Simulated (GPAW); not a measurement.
**Work function of Sc2CS2 MXene monolayer at several levels**

Aim: the work function of both faces of Sc2CS2 MXene monolayer, and its spread over functionals and bases.

Method: GPAW, PAW setups; layer in a repeated cell with vacuum, relaxation of atoms and in-plane cell, in the first sound run; inputs show where later runs differ, in GPAW 26.7.0.

Most raw output is cut from this account.

### 1. The structure

The cell holds 5 atoms: 2 S, 2 Sc and 1 C. Its edges and angles: a = 3.226 Å, b = 3.226 Å, c = 20.116 Å, α = 90.0°, β = 90.0°, γ = 120.0°. Vacuum lies along c.

### 2. Relaxing the atoms

Forces are removed first; all later runs use this geometry.

run.py

```python
import json
import numpy as np
from ase import Atoms
from ase.filters import FrechetCellFilter
from ase.optimize import BFGS
from gpaw import GPAW, PW

slab = Atoms(
    ['S', 'Sc', 'C', 'Sc', 'S'],
    positions=[
        [-0.00000, 1.86258, 7.00000],
        [1.61304, 0.93129, 8.78527],
        [0.00000, 0.00000, 10.05820],
        [-0.00000, 1.86258, 11.33112],
        [1.61304, 0.93129, 13.11640]],
    cell=[[3.22608, 0.0, 0.0], [-1.61304, 2.79387, 0.0], [0.0, 0.0, 20.1164]],
    pbc=[True, True, True])

slab.calc = GPAW(mode=PW(600), xc='PBE', kpts={'size': (12, 12, 1), 'gamma': True},
                 occupations={'name': 'fermi-dirac', 'width': 0.05}, nbands='160%',
                 convergence={'density': 1e-05}, maxiter=200,
                 symmetry={'tolerance': 1e-3}, txt='slab.txt')
result = {}
# The in-plane cell is free; stress needs a cell that repeats along all three vectors
path = []
opt = BFGS(FrechetCellFilter(slab, mask=[1, 1, 0, 0, 0, 1]), maxstep=0.2)
opt.attach(lambda: path.append((slab.get_potential_energy(), slab.positions.tolist(), slab.get_forces().tolist())))
result['relaxed'] = bool(opt.run(fmax=0.02, steps=45))
result['path'] = path
result['cell'] = slab.cell.tolist()
print('in-plane lattice', slab.cell.cellpar().round(4)[[0, 1, 5]])
energy = slab.get_potential_energy()
fermi = slab.calc.get_fermi_level()
v = slab.calc.get_electrostatic_potential().mean((0, 1)) - fermi
n = slab.calc.get_pseudo_density().mean((0, 1))
L = slab.cell[2, 2]
z = np.arange(len(v)) * L / len(v)
low, high = slab.positions[:, 2].min(), slab.positions[:, 2].max()
below, above = np.interp([low - 4.8, high + 4.8], z, v)
slopes = [np.interp(x, z, np.gradient(v, z)) for x in (low - 4.8, high + 4.8)]
eps = np.array([[slab.calc.get_eigenvalues(k, s) for k in range(len(slab.calc.get_ibz_k_points()))]
                for s in range(slab.calc.get_number_of_spins())]) - fermi
top, bottom = eps[eps < 0].max(), eps[eps > 0].min()
dipole = slab.get_dipole_moment()[2]
print(f'energy {energy:.4f} eV, Fermi level {fermi:.4f} eV, dipole {dipole:.5f} e A')
print(f'potential 4.8 A off the faces, from the Fermi level: lower {below:.4f} eV, upper {above:.4f} eV')
print(f'slope of the potential there: lower {slopes[0]:.5f}, upper {slopes[1]:.5f} eV/A')
print(f'nearest levels on the mesh: {top:.4f} and {bottom:.4f} eV')
print('magnetic moment', round(slab.get_magnetic_moment(), 3))
result.update(energy=energy, fermi=fermi, dipole=dipole, below=below, above=above, slopes=slopes, edges=[top, bottom],
              z=z.tolist(), v=v.tolist(), n=n.tolist(), positions=slab.positions.tolist(),
              forces=slab.get_forces(apply_constraint=False).tolist(), moments=slab.get_magnetic_moments().tolist())
json.dump(result, open('result.json', 'w'))
```

Launch:

```
> OMP_NUM_THREADS=1 OPENBLAS_NUM_THREADS=1 python run.py
```

Elapsed: 19 min, on 1 thread of Arm Neoverse V1, shared host; peak memory 0.63 GiB.

This step gave:

* dipole along the normal: -4.44e-5 e·Å
* levels nearest the Fermi level on the mesh: -0.02270, 0.01839 eV from the Fermi level

The electrostatic potential energy of an electron (without an applied field's), less the Fermi level, planar mean oscillates, so the rows of the table below give means over windows of 1.59 Å about each position, cut where the curve ends. Its maxima inside the range that stand out by 2 % of the span (Å: eV): 8.0: -3.76, 9.6: -2.30, 10.6: -2.30, 12.2: -3.76. Its minima: 7.3: -13.6, 8.7: -11.2, 10.1: -6.85, 11.4: -11.2, 12.8: -13.6.

Electrostatic potential energy of an electron (without an applied field's), less the Fermi level, planar mean against z; means over each step:

z (Å), electrostatic potential energy of an electron (without an applied field's), less the Fermi level, planar mean (eV) and a bar from the least value:
```
     0.80        6.8 ##############################
     2.39        6.8 ##############################
     3.98        6.8 ##############################
     5.57        6.4 #############################
     7.16       -5.5 #####
     8.75       -6.9 ##
    10.34       -4.5 #######
    11.93       -7.8 
    13.52       -0.9 ##############
    15.11        6.8 ##############################
    16.70        6.8 ##############################
    18.29        6.8 ##############################
    19.88        6.8 ##############################
```

The pseudo valence density, planar mean by z:

z (Å), pseudo valence density, planar mean (e/Å³) and a bar:
```
      4.0       0.00 
      4.5       0.00 
      5.0       0.00 
      5.5       0.01 
      6.0       0.04 #
      6.5       0.18 #####
      7.0       0.35 ##########
      7.5       0.39 ############
      8.0       0.39 ############
      8.5       0.87 ##########################
      9.0       0.75 #######################
      9.5       0.33 ##########
     10.0       0.39 ############
     10.5       0.34 ##########
     11.0       0.58 #################
     11.5       1.00 ##############################
     12.0       0.43 #############
     12.5       0.40 ############
     13.0       0.34 ##########
     13.5       0.23 #######
     14.0       0.06 ##
     14.5       0.01 
     15.0       0.00 
     15.5       0.00 
     16.0       0.00
```

The relaxation lowered the energy of the cell by 0.353 eV (energies extrapolated to zero smearing; the optimiser's log prints free energies). The largest force left on a free atom is 0.012 eV/Å.

### 3. Plane waves, PBE

With the geometry fixed, the planar mean of the potential gives the vacuum level on each side.

This step: GPAW, PAW setups; slab in vacuum (GPAW 26.7.0).

The cell differs from the one that the last finished run ended in (c 20.116 → 19.555 Å).

Edit run.py of step 2 so:

```diff
@@ -3,4 +3,2 @@
 from ase import Atoms
-from ase.filters import FrechetCellFilter
-from ase.optimize import BFGS
 from gpaw import GPAW, PW
@@ -10,23 +8,16 @@
     positions=[
-        [-0.00000, 1.86258, 7.00000],
-        [1.61304, 0.93129, 8.78527],
-        [0.00000, 0.00000, 10.05820],
-        [-0.00000, 1.86258, 11.33112],
-        [1.61304, 0.93129, 13.11640]],
-    cell=[[3.22608, 0.0, 0.0], [-1.61304, 2.79387, 0.0], [0.0, 0.0, 20.1164]],
-    pbc=[True, True, True])
+        [-0.00000, 2.03276, 7.00000],
+        [1.76042, 1.01638, 8.43666],
+        [-0.00000, 0.00000, 9.77759],
+        [-0.00000, 2.03276, 11.11850],
+        [1.76042, 1.01638, 12.55517]],
+    cell=[[3.52085, 0.0, 0.0], [-1.76042, 3.04915, 0.0], [0.0, 0.0, 19.5552]],
+    pbc=[True, True, False])
 
-slab.calc = GPAW(mode=PW(600), xc='PBE', kpts={'size': (12, 12, 1), 'gamma': True},
+slab.calc = GPAW(mode=PW(500), xc='PBE', kpts={'size': (12, 12, 1), 'gamma': True},
                  occupations={'name': 'fermi-dirac', 'width': 0.05}, nbands='160%',
                  convergence={'density': 1e-05}, maxiter=200,
+                 poissonsolver={'dipolelayer': 'xy'},
                  symmetry={'tolerance': 1e-3}, txt='slab.txt')
 result = {}
-# The in-plane cell is free; stress needs a cell that repeats along all three vectors
-path = []
-opt = BFGS(FrechetCellFilter(slab, mask=[1, 1, 0, 0, 0, 1]), maxstep=0.2)
-opt.attach(lambda: path.append((slab.get_potential_energy(), slab.positions.tolist(), slab.get_forces().tolist())))
-result['relaxed'] = bool(opt.run(fmax=0.02, steps=45))
-result['path'] = path
-result['cell'] = slab.cell.tolist()
-print('in-plane lattice', slab.cell.cellpar().round(4)[[0, 1, 5]])
 energy = slab.get_potential_energy()
```

It took 66 s on 1 thread; peak memory 0.27 GiB.

Numbers from this step:

| Item | Value |
| --- | --- |
| dipole along the normal | -4.35e-4 e·Å |
| levels nearest the Fermi level on the mesh | -0.02267, 0.01841 eV from the Fermi level |
| upper work function | 6.843 eV |
| lower work function | 6.835 eV |

The electrostatic potential energy of an electron (without an applied field's), less the Fermi level, planar mean oscillates, so the rows of the table below give means over windows of 1.49 Å about each position, cut where the curve ends. Its maxima inside the range that stand out by 2 % of the span (Å: eV): 7.7: -3.80, 9.2: -2.35, 10.3: -2.35, 11.8: -3.80. Its minima: 7.0: -13.5, 8.5: -11.1, 9.8: -6.85, 11.1: -11.1, 12.6: -13.5.

Table of electrostatic potential energy of an electron (without an applied field's), less the Fermi level, planar mean by z; means over each step:

z (Å), electrostatic potential energy of an electron (without an applied field's), less the Fermi level, planar mean (eV) and a bar from the least value:
```
     0.74        6.8 ##############################
     2.23        6.8 ##############################
     3.72        6.8 ##############################
     5.21        6.5 #############################
     6.70       -4.8 #####
     8.19       -7.3 
     9.68       -3.9 #######
    11.17       -7.2 
    12.66       -5.9 ###
    14.15        6.3 #############################
    15.64        6.8 ##############################
    17.13        6.8 ##############################
    18.62        6.8 ##############################
```

The pseudo valence density, planar mean by z:

```csv
z (Å),"pseudo valence density, planar mean (e/Å³)"
0.00,0
0.56,0
1.12,0
1.49,0
2.05,0
2.61,1.8e-6
3.17,1.1e-5
3.72,6.7e-5
4.10,2.2e-4
4.66,0.00133
5.21,0.00812
5.77,0.0488
6.33,0.225
6.89,0.335
7.26,0.402
7.82,0.410
8.38,1.06
8.94,0.442
9.50,0.364
9.87,0.386
10.43,0.335
10.99,0.987
11.55,0.560
12.11,0.402
12.48,0.349
13.04,0.307
13.60,0.0860
14.15,0.0148
14.71,0.00243
15.27,4.0e-4
15.64,1.2e-4
16.20,2.0e-5
16.76,3.4e-6
17.32,0
17.88,0
18.25,0
18.81,0
19.37,0
```

The potential is flat to 8.5e-6 eV/Å where it is read, so the vacuum is wide enough.

### 4. Self-consistent run: xc = "revPBE"

The same geometry under revPBE, to see how far the functional moves the levels against the vacuum.

Edit run.py of step 3 so:

```diff
@@ -16,3 +16,3 @@
 
-slab.calc = GPAW(mode=PW(500), xc='PBE', kpts={'size': (12, 12, 1), 'gamma': True},
+slab.calc = GPAW(mode=PW(500), xc='revPBE', kpts={'size': (12, 12, 1), 'gamma': True},
                  occupations={'name': 'fermi-dirac', 'width': 0.05}, nbands='160%',
```

Elapsed: 65 s, on 1 thread; peak memory 0.27 GiB.

This step gave:

```
levels nearest the Fermi level on the mesh : -0.02267, 0.01802 eV from the Fermi level
upper work function                        : 6.764 eV
lower work function                        : 6.757 eV
```

The electrostatic potential energy of an electron (without an applied field's), less the Fermi level, planar mean oscillates, so the rows of the table below give means over windows of 1.49 Å about each position, cut where the curve ends. Its maxima inside the range that stand out by 2 % of the span (Å: eV): 7.7: -3.88, 9.2: -2.44, 10.3: -2.44, 11.8: -3.87. Its minima: 7.0: -13.5, 8.5: -11.2, 9.8: -6.94, 11.1: -11.2, 12.6: -13.5.

The electrostatic potential energy of an electron (without an applied field's), less the Fermi level, planar mean by z; means over each step:

z (Å), electrostatic potential energy of an electron (without an applied field's), less the Fermi level, planar mean (eV) and a bar from the least value:
```
     0.74        6.8 ##############################
     2.23        6.8 ##############################
     3.72        6.8 ##############################
     5.21        6.4 #############################
     6.70       -4.9 #####
     8.19       -7.4 
     9.68       -4.0 #######
    11.17       -7.3 
    12.66       -6.0 ###
    14.15        6.2 #############################
    15.64        6.8 ##############################
    17.13        6.8 ##############################
    18.62        6.8 ##############################
```

Table of pseudo valence density, planar mean by z:

```
z (Å)  pseudo valence density, planar mean (e/Å³)
    3                                      7.0e-6
    4                                      1.7e-4
    5                                     0.00405
    6                                      0.0988
    7                                       0.343
    8                                       0.553
    9                                       0.407
   10                                       0.371
   11                                       0.992
   12                                       0.391
   13                                       0.316
   14                                      0.0247
   15                                      1.0e-3
   16                                      4.0e-5
```

Force by atom:

| atom | x (eV/Å) | y (eV/Å) | z (eV/Å) | size |
| --- | --- | --- | --- | --- |
| S1 | 0.000 | 0.000 | -0.145 | 0.145 |
| Sc2 | 0.000 | 0.000 | -0.005 | 0.005 |
| C3 | 0.000 | 0.000 | 0.000 | 0.000 |
| Sc4 | 0.000 | 0.000 | 0.005 | 0.005 |
| S5 | 0.000 | 0.000 | 0.145 | 0.145 |

The upper face's work function is 6.764 eV, against 6.843 eV in the first plane-wave PBE run at this geometry.

### 5. Self-consistent run: xc = "LDA"

The same geometry under LDA, to see how far the functional moves the levels against the vacuum.

Edit run.py of step 4 so:

```diff
@@ -16,3 +16,3 @@
 
-slab.calc = GPAW(mode=PW(500), xc='revPBE', kpts={'size': (12, 12, 1), 'gamma': True},
+slab.calc = GPAW(mode=PW(500), xc='LDA', kpts={'size': (12, 12, 1), 'gamma': True},
                  occupations={'name': 'fermi-dirac', 'width': 0.05}, nbands='160%',
```

Run time: 64 s. Hardware: 1 thread; peak memory 0.26 GiB.

This step gave:

```
levels nearest the Fermi level on the mesh : -0.02074, 0.01946 eV from the Fermi level
upper work function                        : 7.026 eV
lower work function                        : 7.019 eV
```

The upper face's work function is 7.026 eV, against 6.843 eV in the first plane-wave PBE run at this geometry.

### 6. Self-consistent run: xc = "RPBE"

The same geometry under RPBE, to see how far the functional moves the levels against the vacuum.

Edit run.py of step 5 so:

```diff
@@ -16,3 +16,3 @@
 
-slab.calc = GPAW(mode=PW(500), xc='LDA', kpts={'size': (12, 12, 1), 'gamma': True},
+slab.calc = GPAW(mode=PW(500), xc='RPBE', kpts={'size': (12, 12, 1), 'gamma': True},
                  occupations={'name': 'fermi-dirac', 'width': 0.05}, nbands='160%',
```

Wall time 65 s (1 thread); peak memory 0.27 GiB.

Numbers from this step:

| Item | Value |
| --- | --- |
| levels nearest the Fermi level on the mesh | -0.02274, 0.01806 eV from the Fermi level |
| upper work function | 6.769 eV |
| lower work function | 6.762 eV |

The upper face's work function is 6.769 eV, against 6.843 eV in the first plane-wave PBE run at this geometry.

### 7. Self-consistent run: xc = "vdW-DF2"

The same geometry under vdW-DF2, to see how far the functional moves the levels against the vacuum (the van der Waals functionals take revPBE setups).

Edit run.py of step 6 so:

```diff
@@ -16,3 +16,3 @@
 
-slab.calc = GPAW(mode=PW(500), xc='RPBE', kpts={'size': (12, 12, 1), 'gamma': True},
+slab.calc = GPAW(mode=PW(500), xc='vdW-DF2', kpts={'size': (12, 12, 1), 'gamma': True},
                  occupations={'name': 'fermi-dirac', 'width': 0.05}, nbands='160%',
```

Run time: 84 s. Hardware: 1 thread; peak memory 0.48 GiB.

This step gave:

| Quantity | Value |
| --- | --- |
| levels nearest the Fermi level on the mesh | -0.01134, 0.02242 eV from the Fermi level |
| upper work function | 7.180 eV |
| lower work function | 7.173 eV |

The upper face's work function is 7.180 eV, against 6.843 eV in the first plane-wave PBE run at this geometry.

### 8. OptPBE vdW: xc = "optPBE-vdW"

The same geometry under optPBE-vdW, to see how far the functional moves the levels against the vacuum (the van der Waals functionals take revPBE setups).

Edit run.py of step 7 so:

```diff
@@ -16,3 +16,3 @@
 
-slab.calc = GPAW(mode=PW(500), xc='vdW-DF2', kpts={'size': (12, 12, 1), 'gamma': True},
+slab.calc = GPAW(mode=PW(500), xc='optPBE-vdW', kpts={'size': (12, 12, 1), 'gamma': True},
                  occupations={'name': 'fermi-dirac', 'width': 0.05}, nbands='160%',
```

Wall time 82 s (1 thread); peak memory 0.48 GiB.

Numbers from this step:

```yaml
dipole_along_the_normal: -4.34e-4 e·Å
levels_nearest_the_fermi_level_on_the_mesh: -0.01812, 0.02027 eV from the Fermi level
upper_work_function: 7.044 eV
lower_work_function: 7.036 eV
```

The electrostatic potential energy of an electron (without an applied field's), less the Fermi level, planar mean oscillates, so the rows of the table below give means over windows of 1.49 Å about each position, cut where the curve ends. Its maxima inside the range that stand out by 2 % of the span (Å: eV): 7.7: -3.79, 9.2: -2.33, 10.3: -2.33, 11.8: -3.79. Its minima: 7.0: -13.4, 8.5: -11.1, 9.8: -6.81, 11.1: -11.1, 12.6: -13.4.

Table of electrostatic potential energy of an electron (without an applied field's), less the Fermi level, planar mean by z; means over each step:

z (Å), electrostatic potential energy of an electron (without an applied field's), less the Fermi level, planar mean (eV) and a bar from the least value:
```
     0.74        7.0 ##############################
     2.23        7.0 ##############################
     3.72        7.0 ##############################
     5.21        6.7 #############################
     6.70       -4.7 #####
     8.19       -7.3 
     9.68       -3.9 #######
    11.17       -7.2 
    12.66       -5.9 ###
    14.15        6.4 #############################
    15.64        7.0 ##############################
    17.13        7.0 ##############################
    18.62        7.0 ##############################
```

The upper face's work function is 7.044 eV, against 6.843 eV in the first plane-wave PBE run at this geometry.

(Continued in part 2 of 2.)

[Logs are printed without paths, hosts, clocks, repeated set-up lines and the standing remarks that a program may print on its own settings, such as how far it seeks lower states.]

[Hosts, paths, dates, database ids (printed as entryN), source tags and the programs' standing remarks are cut or masked in the printed files.]
